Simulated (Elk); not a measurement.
C (Fd-3m): refractive index against wavelength

The refractive index of C (Fd-3m) below the direct gap (5.60 eV on the mesh) is read from one computed spectrum, n = √(Re ε).

The structure is cubic, space group Fd-3m (No. 227). Conventional cell: a = 3.567 Å, b = 3.567 Å, c = 3.567 Å, α = 90.00°, β = 90.00°, γ = 90.00°. C on site a has 4 C at 1.54 Å as nearest neighbours.

Method: Elk 11.2.3 (patched build), PBE, independent particles, k-mesh 14×14×14, Lorentzian half width 0.15 eV.

Launch of the response step: `OMP_NUM_THREADS=4 elk`. The run took 9 s, its band step included, on 4 threads of Arm Neoverse V2 (shared host).

| wavelength (nm) | photon energy E (eV) | n |
| --- | --- | --- |
| 700 | 1.771 | 2.4528 |
| 633 | 1.959 | 2.4597 |
| 532 | 2.331 | 2.4759 |
| 450 | 2.755 | 2.4989 |
| 405 | 3.061 | 2.5189 |
| 365 | 3.397 | 2.5446 |
| 308 | 4.025 | ? |

In the single-oscillator model n² − 1 = E₀E_d/(E₀² − E²), so 1/(n² − 1) = E₀/E_d − E²/(E₀E_d) is linear in E².

Working, on the rows shown:

| x = E² (eV²) | y = 1/(n² − 1) |
| --- | --- |
| 3.13716 | 0.199353 |
| 3.83641 | 0.198015 |
| 5.43137 | 0.194929 |
| 7.59115 | 0.190676 |
| 9.37179 | 0.187096 |
| 11.5384 | 0.182649 |

Means: x̄ = 6.8177, ȳ = 0.19212. Σ(x − x̄)(y − ȳ) = -0.1068, Σ(x − x̄)² = 53.76. Slope = -0.1068 / 53.76 = -0.001986; intercept = ȳ − slope · x̄ = 0.20566. Turned back into n, the line misses the rows shown by at most 0.00057.

**Question.** Fill in the last column of the withheld row.

**Answer.** At x = 16.204 the line gives y = 0.17348, that is 2.6008. The run gave 2.6065, so the extrapolation is off by 0.0057, 4 % of the range in the table.

Refitted with all rows, the slope is -0.002041 and the intercept 0.20598. These give E₀ = √(intercept/−slope) = 10.05 eV and E_d = E₀/intercept = 48.8 eV; E₀ is 1.8 times the direct gap. The electronic limit at long wavelengths, without lattice vibrations, is n = √(1 + 1/intercept) = 2.420. Excitons are left out and so are local fields; PBE gaps are as a rule too small. The values come from a sum over the points of one k-mesh and carry its error, which grows as the direct gap shrinks.
